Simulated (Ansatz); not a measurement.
# How fast states decay through K2LiGaBr6

Wanted: the relaxed cell of K2LiGaBr6, its band edges and its decay constants. It is built by putting Br for F in the K2LiGaF6 structure of space group Fm-3m, with the volume rescaled by atomic radii. The parent structure comes from the Materials Project.

Program: Ansatz 0.2.0. Level of theory: PBE DFT, plane waves, PAW files, in the first sound run; inputs show where later runs differ. Results are calculated unless marked as measured.

The structure was built from a prototype and need not be the compound's stable phase.

## 1. Set-up

Symmetry: Fm-3m, No. 225, cubic system. Conventional cell: a = 9.473 Å, b = 9.473 Å, c = 9.473 Å, α = 90.00°, β = 90.00°, γ = 90.00°. Nearest to K lie 12 Br at 3.35 Å. Nearest to Li lie 6 Br at 2.48 Å. Nearest to Ga lie 6 Br at 2.26 Å. Nearest to Br lie 1 Ga at 2.26 Å and 1 Li at 2.48 Å and 4 K at 3.35 Å. It derives from K2LiGaF6. Br for F in the K2LiGaF6 structure of space group Fm-3m. Farther neighbours and most contacts between anions are not listed.

## 2. Cell and atoms at rest

The substituted atoms don't fit the parent's cell, so cell and atoms relax together. A small smearing keeps the run stable in case the gap closes on the way.

Input file input.yaml:

```yaml
crystal:
  lattice:
    - [0.0, 4.7364746524, 4.7364746524]
    - [4.7364746524, 0.0, 4.7364746524]
    - [4.7364746524, 4.7364746524, 0.0]
  atoms:
    - { symbol: K, position: [0.75, 0.75, 0.75] }
    - { symbol: K, position: [0.25, 0.25, 0.25] }
    - { symbol: Li, position: [0.5, 0.5, 0.5] }
    - { symbol: Ga, position: [0.0, 0.0, 0.0] }
    - { symbol: Br, position: [0.761506, 0.238494, 0.238494] }
    - { symbol: Br, position: [0.238494, 0.238494, 0.761506] }
    - { symbol: Br, position: [0.238494, 0.761506, 0.761506] }
    - { symbol: Br, position: [0.238494, 0.761506, 0.238494] }
    - { symbol: Br, position: [0.761506, 0.238494, 0.761506] }
    - { symbol: Br, position: [0.761506, 0.761506, 0.238494] }
kpoints:
  mp_grid: { grid: [4, 4, 4] }
scf:
  occupations: { method: gaussian, width: 0.03 }
hamiltonian:
  xc: pbe
output:
  forces: true
  stress: true
relax:
  f_tol: 0.02
  max_steps: 60
  cell: {}
```

Run with:

```console
ansatz run input.yaml --threads 2 --pin off --max-ram 4096MiB --backend cpu --events-out ev --progress --plain --runs-dir out
```

Numbers of over 12 decimals in the logs are rounded to 6 here.

The log of the run:

```text
Engine: ansatz 0.2.0, x86_64-unknown-linux-gnu
Pseudopotentials: kind: paw
Pseudopotential: K, paw, valence charge 9, recommended cutoff 420 eV (normal), K.paw.azcp
Pseudopotential: Li, paw, valence charge 3, recommended cutoff 420 eV (normal), Li.paw.azcp
Pseudopotential: Ga, paw, valence charge 13, recommended cutoff 420 eV (normal), Ga.paw.azcp
Pseudopotential: Br, paw, valence charge 7, recommended cutoff 420 eV (normal), Br.paw.azcp
Functional definition: PBE
  parameter kappa = 0.804
  parameter beta = 0.066725
  exchange = pbe_x(kappa = kappa, mu = beta*pi^2/3)
  correlation = pbe_c(beta = beta)
Crystal: 10 atoms, lattice volume = 212.518 Å³
Basis set: ecut = 420 eV, 4111 PW (Γ), exchange–correlation on 90×90×90 points (8 copies of the dense FFT grid, shifted against one another)
Bands: 48, of which v1, the nominal top of the filled ones, is band 38 counted from 1 (37 counted from 0)
Symmetry: 48 space group operations
Space group: Fm-3m (ITA 225), of the structure as read, at distance tolerance 6.0e-5 Å
k-points: 8 of 64
Non-local potential: K, projectors of the file, l = 0: 3, l = 1: 2, l = 2: 2
Non-local potential: Li, projectors of the file, l = 0: 3, l = 1: 2, l = 2: 1
Non-local potential: Ga, projectors of the file, l = 0: 2, l = 1: 2, l = 2: 3, l = 3: 1
Non-local potential: Br, projectors of the file, l = 0: 2, l = 1: 2, l = 2: 2
PAW form: soft (Blöchl's): semilocal exchange-correlation on the pseudo side does not see the compensation charge
PAW one-centre angular grid: K, 110 points (default); XC on 64 Gauss nodes
PAW one-centre angular grid: Li, 110 points (default); XC on 64 Gauss nodes
PAW one-centre angular grid: Ga, 590 points (default); XC on 64 Gauss nodes
PAW one-centre angular grid: Br, 110 points (default); XC on 64 Gauss nodes
Initial density: superposition of atomic densities (neutral atoms: chi_scale 0, normalization atom), corrected by the library's trained network
Initial wavefunctions: pseudopotential atomic-orbital guess
Functional: x = pbe(κ = 0.804, μ = 0.219515), c = pbe(β = 0.066725)
SCF iter   1: F=—  HF=-23770.790162 eV  |F-HF|=—  |Δ(HF+E_count)|=         —  Δρ=1.15e-3  dr2=2.32e-3  ethr=1.77e-3  ⟨swp⟩=11.0  Hψ=2200  notcnv=0  defer=6
preconditioner: auto → Resta (q_TF=auto, 2.299 Å⁻¹)  ε∞=3.1  [insulator: Δε(μ)=2.207 eV  Ē_g=14.547 eV  σ=0.030 eV  W_gap=1.00  n_scr=58 (ndim 8)  ℏωp=21.3 eV  f_vac=0.000  D(μ)=0.00/eV (n_scr^D=0)  ε∞_Penn≈3.1]
SCF iter   2: F=—  HF=-23770.794097 eV  |F-HF|=—  |Δ(HF+E_count)|=   3.93e-3  Δρ=4.90e-4  dr2=5.35e-4  ethr=3.06e-6  ⟨swp⟩=3.0  Hψ=921  notcnv=0  defer=19
SCF iter   3: F=—  HF=-23770.794176 eV  |F-HF|=—  |Δ(HF+E_count)|=   7.92e-5  Δρ=2.03e-4  dr2=6.16e-5  ethr=7.04e-7  ⟨swp⟩=2.0  Hψ=632  notcnv=0  defer=19
SCF iter   4: F=—  HF=-23770.794118 eV  |F-HF|=—  |Δ(HF+E_count)|=   5.82e-5  Δρ=8.78e-5  dr2=1.03e-5  ethr=8.10e-8  ⟨swp⟩=2.0  Hψ=592  notcnv=0  defer=19
SCF iter   5: F=—  HF=-23770.794124 eV  |F-HF|=—  |Δ(HF+E_count)|=   5.70e-6  Δρ=2.45e-5  dr2=1.21e-6  ethr=1.36e-8  ⟨swp⟩=2.0  Hψ=608  notcnv=0  defer=19
SCF iter   6: F=—  HF=-23770.794124 eV  |F-HF|=—  |Δ(HF+E_count)|=   4.74e-7  Δρ=6.95e-6  dr2=1.19e-7  ethr=1.60e-9  ⟨swp⟩=2.0  Hψ=617  notcnv=0  defer=19
SCF iter   7: F=-23770.794124 eV  HF=-23770.794124 eV  |F-HF|=1.96e-9  |Δ(HF+E_count)|=   1.49e-7  Δρ=1.46e-6  dr2=5.24e-9  ethr=1.32e-10  ⟨swp⟩=4.1  Hψ=1294  notcnv=0
SCF 1 converged in 7 iterations: F = -23770.794124 eV  dr2 = 5.24e-9
  greatest PAW one-centre occupation: 1.000 electrons in one spin orbital (limit 2), on the Li atom at site 2 (counted from 0), in its partial waves of l = 0
relax step   1: F+E_penalty+E_count = -23770.79412428 eV  Δ(F+E_penalty+E_count) = +0.000e0 eV  max|allowed force component| = 3.298e0 eV/Å  Δτ_max = 0.0000 Å  P = +20.976 GPa  Ω = 212.518 Å³  (7 SCF iters, dr2 threshold 1.00e-7 eV, accepted)
Crystal: 10 atoms, lattice volume = 245.116 Å³
Basis set: ecut = 420 eV, 4813 PW (Γ), exchange–correlation on 90×90×90 points (8 copies of the dense FFT grid, shifted against one another)
Initial density: handed on by an earlier stage of this run
Initial wavefunctions: those handed on with the density
iter 1 solved again at ethr=1.07e-4 eV; its pass at ethr=3.10e-3 eV (dr2=8.11e-2 eV) is discarded
SCF iter   1: F=—  HF=-23774.244185 eV  |F-HF|=—  |Δ(HF+E_count)|=         —  Δρ=5.09e-3  dr2=8.11e-2  ethr=1.07e-4  ⟨swp⟩=4.1  Hψ=2546  notcnv=0
preconditioner: auto → Resta (q_TF=auto, 2.245 Å⁻¹)  ε∞=3.0  [insulator: Δε(μ)=1.495 eV  Ē_g=13.931 eV  σ=0.030 eV  W_gap=1.00  n_scr=58 (ndim 8)  ℏωp=19.8 eV  f_vac=0.013  D(μ)=0.00/eV (n_scr^D=0)  ε∞_Penn≈3.0]
SCF iter   2: F=—  HF=-23774.225380 eV  |F-HF|=—  |Δ(HF+E_count)|=   1.88e-2  Δρ=2.76e-3  dr2=2.49e-2  ethr=1.07e-4  ⟨swp⟩=3.2  Hψ=768  notcnv=0
SCF iter   3: F=—  HF=-23774.222960 eV  |F-HF|=—  |Δ(HF+E_count)|=   2.42e-3  Δρ=1.22e-3  dr2=4.43e-3  ethr=3.28e-5  ⟨swp⟩=3.5  Hψ=782  notcnv=0  defer=5
SCF iter   4: F=—  HF=-23774.221414 eV  |F-HF|=—  |Δ(HF+E_count)|=   1.55e-3  Δρ=3.57e-4  dr2=2.92e-4  ethr=5.83e-6  ⟨swp⟩=2.0  Hψ=723  notcnv=0  defer=5
SCF iter   5: F=—  HF=-23774.221456 eV  |F-HF|=—  |Δ(HF+E_count)|=   4.21e-5  Δρ=8.58e-5  dr2=1.67e-5  ethr=3.85e-7  ⟨swp⟩=2.5  Hψ=642  notcnv=0  defer=5
SCF iter   6: F=—  HF=-23774.221473 eV  |F-HF|=—  |Δ(HF+E_count)|=   1.67e-5  Δρ=2.10e-5  dr2=1.11e-6  ethr=2.19e-8  ⟨swp⟩=2.0  Hψ=546  notcnv=0  defer=5
SCF iter   7: F=-23774.221475 eV  HF=-23774.221475 eV  |F-HF|=1.20e-7  |Δ(HF+E_count)|=   1.91e-6  Δρ=4.78e-6  dr2=7.43e-8  ethr=1.32e-9  ⟨swp⟩=5.0  Hψ=1355  notcnv=0
SCF 2 converged in 7 iterations: F = -23774.221475 eV  dr2 = 7.43e-8
relax step   2: F+E_penalty+E_count = -23774.22147479 eV  Δ(F+E_penalty+E_count) = -3.427e0 eV  max|allowed force component| = 2.865e-1 eV/Å  Δτ_max = 0.0802 Å  P = +6.970 GPa  Ω = 245.116 Å³  energy of the carried Pulay correction = -4.732e-3 eV  (7 SCF iters, dr2 threshold 1.00e-6 eV, accepted)
Crystal: 10 atoms, lattice volume = 280.258 Å³
Basis set: ecut = 420 eV, 5577 PW (Γ), exchange–correlation on 90×90×90 points (8 copies of the dense FFT grid, shifted against one another)
iter 1 solved again at ethr=8.59e-5 eV; its pass at ethr=3.10e-3 eV (dr2=6.52e-2 eV) is discarded
SCF iter   1: F=—  HF=-23775.044880 eV  |F-HF|=—  |Δ(HF+E_count)|=         —  Δρ=4.49e-3  dr2=6.71e-2  ethr=8.59e-5  ⟨swp⟩=3.5  Hψ=2663  notcnv=0
preconditioner: auto → Resta (q_TF=auto, 2.195 Å⁻¹)  ε∞=2.9  [insulator: Δε(μ)=1.509 eV  Ē_g=13.592 eV  σ=0.030 eV  W_gap=1.00  n_scr=58 (ndim 8)  ℏωp=18.6 eV  f_vac=0.026  D(μ)=0.00/eV (n_scr^D=0)  ε∞_Penn≈2.9]
SCF iter   2: F=—  HF=-23775.019100 eV  |F-HF|=—  |Δ(HF+E_count)|=   2.58e-2  Δρ=2.00e-3  dr2=1.76e-2  ethr=8.59e-5  ⟨swp⟩=4.2  Hψ=809  notcnv=0
SCF iter   3: F=—  HF=-23775.012335 eV  |F-HF|=—  |Δ(HF+E_count)|=   6.76e-3  Δρ=9.43e-4  dr2=3.36e-3  ethr=2.31e-5  ⟨swp⟩=4.5  Hψ=805  notcnv=0
SCF iter   4: F=—  HF=-23775.011035 eV  |F-HF|=—  |Δ(HF+E_count)|=   1.30e-3  Δρ=3.46e-4  dr2=3.64e-4  ethr=4.42e-6  ⟨swp⟩=3.0  Hψ=767  notcnv=0
SCF iter   5: F=—  HF=-23775.010967 eV  |F-HF|=—  |Δ(HF+E_count)|=   6.81e-5  Δρ=7.72e-5  dr2=2.00e-5  ethr=4.80e-7  ⟨swp⟩=3.0  Hψ=759  notcnv=0
SCF iter   6: F=—  HF=-23775.010977 eV  |F-HF|=—  |Δ(HF+E_count)|=   1.01e-5  Δρ=2.28e-5  dr2=1.49e-6  ethr=2.63e-8  ⟨swp⟩=2.0  Hψ=664  notcnv=0
SCF iter   7: F=-23775.010979 eV  HF=-23775.010979 eV  |F-HF|=1.60e-7  |Δ(HF+E_count)|=   2.19e-6  Δρ=4.96e-6  dr2=9.69e-8  ethr=1.32e-9  ⟨swp⟩=4.0  Hψ=1328  notcnv=0
SCF 3 converged in 7 iterations: F = -23775.010979 eV  dr2 = 9.69e-8
  greatest PAW one-centre occupation: 0.999 electrons in one spin orbital (limit 2), on the Li atom at site 2 (counted from 0), in its partial waves of l = 0
relax step   3: F+E_penalty+E_count = -23775.01097946 eV  Δ(F+E_penalty+E_count) = -7.895e-1 eV  max|allowed force component| = 4.370e-1 eV/Å  Δτ_max = 0.0596 Å  P = +2.136 GPa  Ω = 280.258 Å³  energy of the carried Pulay correction = -9.139e-3 eV  (7 SCF iters, dr2 threshold 1.00e-6 eV, accepted)
[...]
relax step   4: F+E_penalty+E_count = -23775.12715194 eV  Δ(F+E_penalty+E_count) = -1.162e-1 eV  max|allowed force component| = 1.193e-1 eV/Å  Δτ_max = 0.0089 Å  P = +0.511 GPa  Ω = 292.838 Å³  energy of the carried Pulay correction = -1.057e-2 eV  (6 SCF iters, dr2 threshold 1.00e-6 eV, accepted)
[...]
relax step   5: F+E_penalty+E_count = -23775.13550421 eV  Δ(F+E_penalty+E_count) = -8.352e-3 eV  max|allowed force component| = 1.745e-2 eV/Å  Δτ_max = 0.0043 Å  P = +0.042 GPa  Ω = 296.839 Å³  energy of the carried Pulay correction = -1.101e-2 eV  (5 SCF iters, dr2 threshold 8.90e-7 eV, accepted)
[...]
relax step   6: F+E_penalty+E_count = -23775.16948908 eV  Δ(F+E_penalty+E_count) = -3.398e-2 eV  max|allowed force component| = 1.262e-2 eV/Å  Δτ_max = 0.0000 Å  P = +0.269 GPa  Ω = 296.839 Å³  stress off target by 2.69e-1 GPa  SCF on the basis re-selected at this cell (its energy is not comparable with the rows above)  (8 SCF iters)
[...]
relax step   7: F+E_penalty+E_count = -23775.17218888 eV  Δ(F+E_penalty+E_count) = -2.700e-3 eV  max|allowed force component| = 2.735e-4 eV/Å  Δτ_max = 0.0031 Å  P = +0.037 GPa  Ω = 300.092 Å³  energy of the carried Pulay correction = -2.534e-4 eV  (5 SCF iters, dr2 threshold 1.81e-7 eV, accepted)
iter 1 solved again at ethr=5.03e-7 eV; its pass at ethr=3.10e-3 eV (dr2=3.83e-4 eV) is discarded
SCF iter   1: F=—  HF=-23775.170871 eV  |F-HF|=—  |Δ(HF+E_count)|=         —  Δρ=1.17e-4  dr2=1.02e-6  ethr=5.03e-7  ⟨swp⟩=4.0  Hψ=3260  notcnv=0
preconditioner: auto → Resta (q_TF=auto, 2.170 Å⁻¹)  ε∞=2.8  [insulator: Δε(μ)=1.196 eV  Ē_g=13.414 eV  σ=0.030 eV  W_gap=1.00  n_scr=58 (ndim 8)  ℏωp=17.9 eV  f_vac=0.027  D(μ)=0.00/eV (n_scr^D=0)  ε∞_Penn≈2.8]
SCF iter   2: F=—  HF=-23775.172014 eV  |F-HF|=—  |Δ(HF+E_count)|=   1.14e-3  Δρ=5.88e-5  dr2=2.90e-7  ethr=1.34e-9  ⟨swp⟩=2.2  Hψ=690  notcnv=0
SCF iter   3: F=—  HF=-23775.172426 eV  |F-HF|=—  |Δ(HF+E_count)|=   4.12e-4  Δρ=3.53e-6  dr2=7.43e-9  ethr=3.81e-10  ⟨swp⟩=2.0  Hψ=688  notcnv=0
SCF iter   4: F=—  HF=-23775.172427 eV  |F-HF|=—  |Δ(HF+E_count)|=   1.23e-6  Δρ=7.64e-7  dr2=1.57e-9  ethr=9.78e-12  ⟨swp⟩=2.0  Hψ=655  notcnv=0
SCF iter   5: F=—  HF=-23775.172427 eV  |F-HF|=—  |Δ(HF+E_count)|=   1.74e-8  Δρ=3.34e-7  dr2=4.87e-10  ethr=2.06e-12  ⟨swp⟩=2.0  Hψ=653  notcnv=0
SCF iter   6: F=-23775.172427 eV  HF=-23775.172427 eV  |F-HF|=1.38e-10  |Δ(HF+E_count)|=   1.45e-9  Δρ=1.26e-7  dr2=7.78e-11  ethr=1.00e-12  ⟨swp⟩=2.9  Hψ=1509  notcnv=0
SCF 8 converged in 6 iterations: F = -23775.172427 eV  dr2 = 7.78e-11
relax step   8: F+E_penalty+E_count = -23775.17242677 eV  Δ(F+E_penalty+E_count) = -2.379e-4 eV  max|allowed force component| = 3.063e-4 eV/Å  Δτ_max = 0.0000 Å  P = +0.036 GPa  Ω = 300.092 Å³  stress off target by 3.57e-2 GPa  SCF on the basis re-selected at this cell (its energy is not comparable with the rows above)  (6 SCF iters)
basis re-selected at this cell: Δ(F+E_penalty+E_count) = -2.379e-4 eV, ΔP = -0.001 GPa vs the last step (what re-selecting the basis moved, of the pressure what is left beyond the Pulay correction that the steps carried, after the strain that the cell walked since its last selection, with what the two solves' SCF thresholds leave and, on support functions, any second-order correction that the steps lacked; it is no m [...]
SCF converged after 6 iterations
Free energy (F): -23775.172427 eV
Harris-Foulkes:  -23775.172427 eV  (|F-HF|=1.38e-10)
Internal energy: -23775.172427 eV  (E = F + TS)
E sigma→0 (E₀):  -23775.172427 eV
Fermi energy:    2.968676 eV
--- Per-component energies (eV) ---
  E_band       = -537.816280
  E_kinetic    = 1444.408906
  E_local      = -5379.121735  (includes V_loc(G=0)·N_el)
  E_nonlocal   = 843.387712
  E_hartree    = 2068.619375
  E_xc         = -1935.676561
  E_vxc        = -1021.228185  (∫ρ·V_xc dr)
  E_paw        = -17059.815102  (= ΣΔE_a)
  E_vpaw       = -562.502025  (= ΣTr[D̂ρ^β])
  E_aug_tail   = -0.000112  (compensation charges beyond the density's cutoff)
  E_ewald      = -3756.974909
  E_smearing   = -0.000000  (= −TS)
  E_closure    = 0.000000  (closes the sum)
  Σ components = -23775.172427   (vs F -23775.172427, Δ=0.00e0)
--- Forces (eV/Å), atoms counted from 1 ---
  atom   1  K     -0.00000000     0.00000000    -0.00000000
  atom   2  K      0.00000000    -0.00000000     0.00000000
  atom   3  Li     0.00000000     0.00000000     0.00000000
  atom   4  Ga     0.00000000    -0.00000000    -0.00000000
  atom   5  Br    -0.00030627    -0.00000000    -0.00000000
  atom   6  Br     0.00000000    -0.00000000    -0.00030627
  atom   7  Br     0.00030627     0.00000000     0.00000000
  atom   8  Br    -0.00000000    -0.00030627    -0.00000000
  atom   9  Br     0.00000000     0.00030627     0.00000000
  atom  10  Br     0.00000000     0.00000000     0.00030627
  max |Σ_I F_I| component: 4.01e-18 eV/Å
--- Stress (GPa, compression-positive) ---
        0.035739       0.000000      -0.000000
       -0.000000       0.035739      -0.000000
       -0.000000      -0.000000       0.035739
  P = ⅓ Tr σ = 0.0357 GPa (0.357 kbar)
--- Relaxed structure (6 steps of the walk, 6 accepted, 2 SCFs on fresh bases) ---
  F+E_penalty+E_count = -23775.17242677 eV   max|allowed force component| = 3.063e-4 eV/Å   (the final SCF, on the basis selected at the relaxed cell)
  cell:  # Å, volume = 300.0922 Å³
    - [0, 5.313837, 5.313837]
    - [5.313837, 0, 5.313837]
    - [5.313837, 5.313837, 0]
  atoms:
    - { symbol: K, position: [0.750000, 0.750000, 0.750000] }
    - { symbol: K, position: [0.25, 0.25, 0.250000] }
    - { symbol: Li, position: [0.5, 0.5, 0.500000] }
    - { symbol: Ga, position: [-6.775584513961164e-19, -4.761221550351062e-19, 2.380610775175551e-19] }
    - { symbol: Br, position: [0.758269, 0.241731, 0.241731] }
    - { symbol: Br, position: [0.241731, 0.241731, 0.758269] }
    - { symbol: Br, position: [0.241731, 0.758269, 0.758269] }
    - { symbol: Br, position: [0.241731, 0.758269, 0.241731] }
    - { symbol: Br, position: [0.758269, 0.241731, 0.758269] }
    - { symbol: Br, position: [0.758269, 0.758269, 0.241731] }
```

Run time: 7.4 s. Hardware: 2 threads of AMD EPYC 9R45, shared host; peak memory 0.7 GiB; 14 s of CPU time.

Step by step:

```
step  energy less that of the first step (eV)  largest force component (eV/Å)  pressure (GPa)  volume (Å³)
   1                                   0.0000                          3.2984           20.98       212.52
   2                                  -3.4274                          0.2865            6.97       245.12
   3                                  -4.2169                          0.4370            2.14       280.26
   4                                  -4.3330                          0.1193            0.51       292.84
   5                                  -4.3414                          0.0174            0.04       296.84
  6*                                  -4.3754                          0.0126            0.27       296.84
   7                                  -4.3781                          0.0003            0.04       300.09
  8*                                  -4.3783                          0.0003            0.04       300.09
```

Relaxation steps marked * repeat the geometry before them on a plane-wave basis chosen anew for their cell, so energy and pressure can jump there.

Forces are held to the 48 operations that the run works with; a distortion that breaks them can't arise in this run.

```
     cell as run  before  after   change
           a (Å)   6.698  7.515  +12.2 %
           b (Å)   6.698  7.515  +12.2 %
           c (Å)   6.698  7.515  +12.2 %
volume (Å³/atom)   21.25  30.01  +41.2 %
```

The atoms that moved most (Å, as changes of fractional coordinates times the final cell):

```
atom      dx      dy      dz  length
Br10   0.000   0.000  -0.034   0.034
 Br6   0.000   0.000   0.034   0.034
 Br8   0.000   0.034   0.000   0.034
 Br5   0.034   0.000   0.000   0.034
 Br9   0.000  -0.034   0.000   0.034
 Br7  -0.034   0.000   0.000   0.034
```

This step gave:

```yaml
free_energy: -23775.1724 eV
fermi_energy: 2.969 eV
pressure: 0.03574 GPa
```

The largest force component on a free atom ends at 3.1e-4 eV/Å.

## 3. Band edges

The energy window and the wavevectors of the next steps follow from the band edges, so these are searched first, off the mesh as well.

Input file input.yaml:

```yaml
crystal:
  lattice:
    - [0.0, 5.3138369443, 5.3138369443]
    - [5.3138369443, 0.0, 5.3138369443]
    - [5.3138369443, 5.3138369443, 0.0]
  atoms:
    - { symbol: K, position: [0.75, 0.75, 0.75] }
    - { symbol: K, position: [0.25, 0.25, 0.25] }
    - { symbol: Li, position: [0.5, 0.5, 0.5] }
    - { symbol: Ga, position: [0.0, 0.0, 0.0] }
    - { symbol: Br, position: [0.7582693496, 0.2417306504, 0.2417306504] }
    - { symbol: Br, position: [0.2417306504, 0.2417306504, 0.7582693496] }
    - { symbol: Br, position: [0.2417306504, 0.7582693496, 0.7582693496] }
    - { symbol: Br, position: [0.2417306504, 0.7582693496, 0.2417306504] }
    - { symbol: Br, position: [0.7582693496, 0.2417306504, 0.7582693496] }
    - { symbol: Br, position: [0.7582693496, 0.7582693496, 0.2417306504] }
kpoints:
  mp_grid: { grid: [4, 4, 4] }
  band_path: { path: [VBM, CBM], npoints: 30 }
scf:
  occupations: { method: fixed }
hamiltonian:
  xc: pbe
output:
  eigenvalues: true
  write_potential: true
  write_density: true
  volumetric_format: npy
```

The log of the run:

```text
[...]
Crystal: 10 atoms, lattice volume = 300.092 Å³
Basis set: ecut = 420 eV, 5961 PW (Γ)
Bands: 48, of which v1, the nominal top of the filled ones, is band 38 counted from 1 (37 counted from 0)
Symmetry: 48 space group operations
[...]
k-points: 8 of 64
[...]
SCF iter   1: F=—  HF=-23775.170754 eV  |F-HF|=—  |Δ(HF+E_count)|=         —  Δρ=5.80e-4  dr2=4.81e-4  ethr=1.77e-3  ⟨swp⟩=5.2  Hψ=1453  notcnv=0  defer=53
[...]
SCF iter   7: F=-23775.172649 eV  HF=-23775.172649 eV  |F-HF|=3.00e-9  |Δ(HF+E_count)|=   4.51e-8  Δρ=1.44e-6  dr2=7.12e-9  ethr=1.32e-10  ⟨swp⟩=19.5  Hψ=2115  notcnv=0
SCF 1 converged in 7 iterations: F = -23775.172649 eV  dr2 = 7.12e-9
[...]
NSCF: frozen V_eff on 16 k-points
[...]
SCF converged after 7 iterations
Free energy (F): -23775.172649 eV
[...]
Internal energy: -23775.172649 eV  (E = F + TS)
E sigma→0 (E₀):  -23775.172649 eV
Fermi energy:    2.370289 eV
[...]
--- Band table (eV; the first three rows and the last of 8) ---
  k-point 0: bands = [... 34 lower, 1.8402, 2.3703, 2.3703, 2.3703, 3.5662, 6.6872, 7.4542, 7.4542, ... 6 higher]
  k-point 1: bands = [... 34 lower, 1.8474, 2.1877, 2.1877, 2.2442, 4.0789, 7.2286, 7.3695, 8.1444, ... 6 higher]
  k-point 2: bands = [... 34 lower, 1.8934, 2.0318, 2.0454, 2.0454, 4.5034, 7.2304, 8.1461, 8.3480, ... 6 higher]
  k-point 7: bands = [... 34 lower, 1.6011, 1.6356, 2.0057, 2.0057, 5.0244, 8.4039, 8.5206, 8.5206, ... 6 higher]
```

The job ended after 4.9 s (2 threads; peak memory 0.66 GiB).

Numbers from this step:

* free energy: -23775.1726 eV
* Fermi energy: 2.370 eV
* gap on the k-mesh: 1.196 eV
* gap on path: 1.196 eV, by band count; negative where bands overlap
* direct gap on path: 1.196 eV
* edge places on path: 0, 0 1/A along the path

Levels at VBM (eV): -6.03, -3.31, -3.31, -3.31, -2.25, -2.25, -2.25, -0.80, -0.80, -0.80, -0.78, -0.78, -0.53, -0.53, -0.53, 0.00, 0.00, 0.00, 1.20, 4.32, 5.08, 5.08, 5.08, 5.38, 6.17, 6.17, 6.85, 6.85.

The searched edges give 1.20 eV, as on the mesh.

(Part 1 of 3 ends here.)

[Logs are printed without paths, hosts, clocks, repeated set-up lines and the standing remarks that a program may print on its own settings, such as how far it seeks lower states.]

[Hosts, paths, dates, database ids (printed as entryN), source tags and the programs' standing remarks are cut or masked in the printed files.]
